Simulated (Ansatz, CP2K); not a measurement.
# Which run comes nearest? Aqueous K+ and acetate, 3.5 mol of salt per kg of water at 400 K (165 atoms)

Density of this cell: 1.14 g/cm³. The cell holds 165 atoms: 6 C, 53 O, 103 H and 3 K. Its edges and angles: a = 11.839 Å, b = 11.839 Å, c = 11.839 Å, α = 90.0°, β = 90.0°, γ = 90.0°. 47 H2O, 3 K+, 3 acetate placed at random, at 1.14 g/cm³; overlaps pushed apart, then 10 ps at 420 K with Joung-Cheatham ions (J. Phys. Chem. B 112, 9020 (2008)); MMFF94 bonds, angles, torsions, charges and radii (Halgren, J. Comput. Chem. 17, 490 (1996)) in harmonic and 12-6 forms; SPC/E water (Berendsen, Grigera and Straatsma, J. Phys. Chem. 91, 6269 (1987)). Snapshot after 20 ps at 400 K and fixed volume. Then every atom was moved at random, 0.02 Å r.m.s. a Cartesian component (hydrogen 0.6 of that).

Geometry: as built.

The reference, a calculation:

| Property | Result |
| --- | --- |
| method | Kohn-Sham DFT, PBE, PAW, plane waves (Ansatz 0.2.0); cutoff 420 eV, Γ point, fermi-dirac smearing of 0.05 eV; PAW set soft_2 |
| r.m.s. force component | 0.9415 eV/Å |
| longest force | 5.334 eV/Å |
| pressure | -0.649 GPa |
| gap (highest filled to lowest empty level) | 3.785 eV |
| SCF cycles | 9 |
| time | 21 s on 4 threads of Arm Neoverse V2, shared host |
| CPU time | 79 s |

Q: Estimate the differences from the reference, the CPU time and the memory of each run.
- CP2K PBE, SZV-MOLOPT-SR, 600/50 Ry, TC2 filter 1e-06, SCF 1e-06 (CP2K 2026.2; 2 threads)
- CP2K PBE, DZVP-MOLOPT-SR, 600/70 Ry, diagonalisation (CP2K 2026.2; 2 threads)
- CP2K PBE, DZVP-MOLOPT-SR, 300/50 Ry, diagonalisation (CP2K 2026.2; 2 threads)
- CP2K PBE, DZVP-MOLOPT-SR, 600/50 Ry, OT DIIS (CP2K 2026.2; 2 threads)
- CP2K GFN1-xTB, diagonalisation (CP2K 2026.2; 2 threads)
- CP2K PBE, SZV-MOLOPT-SR, 600/50 Ry, diagonalisation (CP2K 2026.2; 2 threads)
- CP2K PBE, SZV-MOLOPT-SR, 600/50 Ry, TC2 filter 1e-03, SCF 1e-04 (CP2K 2026.2; 2 threads)
- CP2K PBE, DZVP-MOLOPT-SR, 600/50 Ry, diagonalisation (CP2K 2026.2; 2 threads)

Differences are against the plane-wave reference, forces as r.m.s. over components; share is that over the reference's r.m.s. force, slope the least-squares factor from reference forces to these. Total energies of different programs have different zeros and aren't compared.

```
                                                                     run  Δ force, r.m.s. (meV/Å)  share (%)  slope  Δ pressure (GPa)  Δ gap (eV)  cores  CPU time  memory (GiB)
                                                               reference                        -          -      -                 -           -      4      79 s           2.2
CP2K PBE, SZV-MOLOPT-SR, 600/50 Ry, TC2 filter 1e-06, SCF 1e-06 (coarse)                     1814        193  0.615              9.80           -      2   5.9 min           2.2
                    CP2K PBE, DZVP-MOLOPT-SR, 600/70 Ry, diagonalisation                     71.3       7.58  1.021             0.210       0.339      2    10 min           4.2
           CP2K PBE, DZVP-MOLOPT-SR, 300/50 Ry, diagonalisation (coarse)                      124       13.1  1.031             0.330        0.34      2     6 min           1.7
                            CP2K PBE, DZVP-MOLOPT-SR, 600/50 Ry, OT DIIS                     71.3       7.58  1.021             0.210       0.339      2    13 min           2.4
                                          CP2K GFN1-xTB, diagonalisation                      381       40.5  0.998             -3.80           -      2      18 s          0.28
            CP2K PBE, SZV-MOLOPT-SR, 600/50 Ry, diagonalisation (coarse)                     1821        193  0.635              9.84      -0.788      2   4.2 min           4.0
CP2K PBE, SZV-MOLOPT-SR, 600/50 Ry, TC2 filter 1e-03, SCF 1e-04 (coarse)                     1844        196  0.698              10.0           -      2      78 s           2.2
                    CP2K PBE, DZVP-MOLOPT-SR, 600/50 Ry, diagonalisation                     71.3       7.58  1.021             0.210       0.339      2   7.5 min           4.2
```

Rows marked coarse were listed beforehand as settings not expected to be converged; some can still land near the reference.

CPU time is summed over cores on a shared host, where runs went side by side, so it is rough. Symmetry, cutoffs, thresholds, outputs and thread counts weren't matched or tuned between programs; memory under MPI is the largest rank's times the ranks.

The PBE runs in local orbitals, coarse settings apart, differ by 7.6 % in each run; basis, grid and potentials can all enter. Tight binding differs by 41 % (CP2K GFN1-xTB, diagonalisation); it is another model, with fitted parameters of its own, and the xTB methods hold dispersion. CP2K GFN1-xTB, diagonalisation needed 112 SCF steps, so its time overstates the method's usual cost. Runs with settings chosen to be coarse differ by 13 % (CP2K PBE, DZVP-MOLOPT-SR, 300/50 Ry, diagonalisation) to 196 % (CP2K PBE, SZV-MOLOPT-SR, 600/50 Ry, TC2 filter 1e-03, SCF 1e-04), their programs' other errors included. Periodic xTB results under one method name differ between programs and library versions. The network of contacts between molecules at the start is that of the classical potential that made the cell, and needn't be the one that DFT or experiment would give. The electronic-structure runs sample only Γ, in a cell whose shortest periodic width is 12 Å.

[Logs are printed without paths, hosts, clocks, repeated set-up lines and the standing remarks that a program may print on its own settings, such as how far it seeks lower states.]

[Hosts, paths, dates, database ids (printed as entryN), source tags and the programs' standing remarks are cut or masked in the printed files.]

[The MMFF94 radii named for the starting cell were scaled by 0.96; in molecules described by MMFF94, hydrogen bound to N, O or S took a small fixed 12-6 site in their place.]
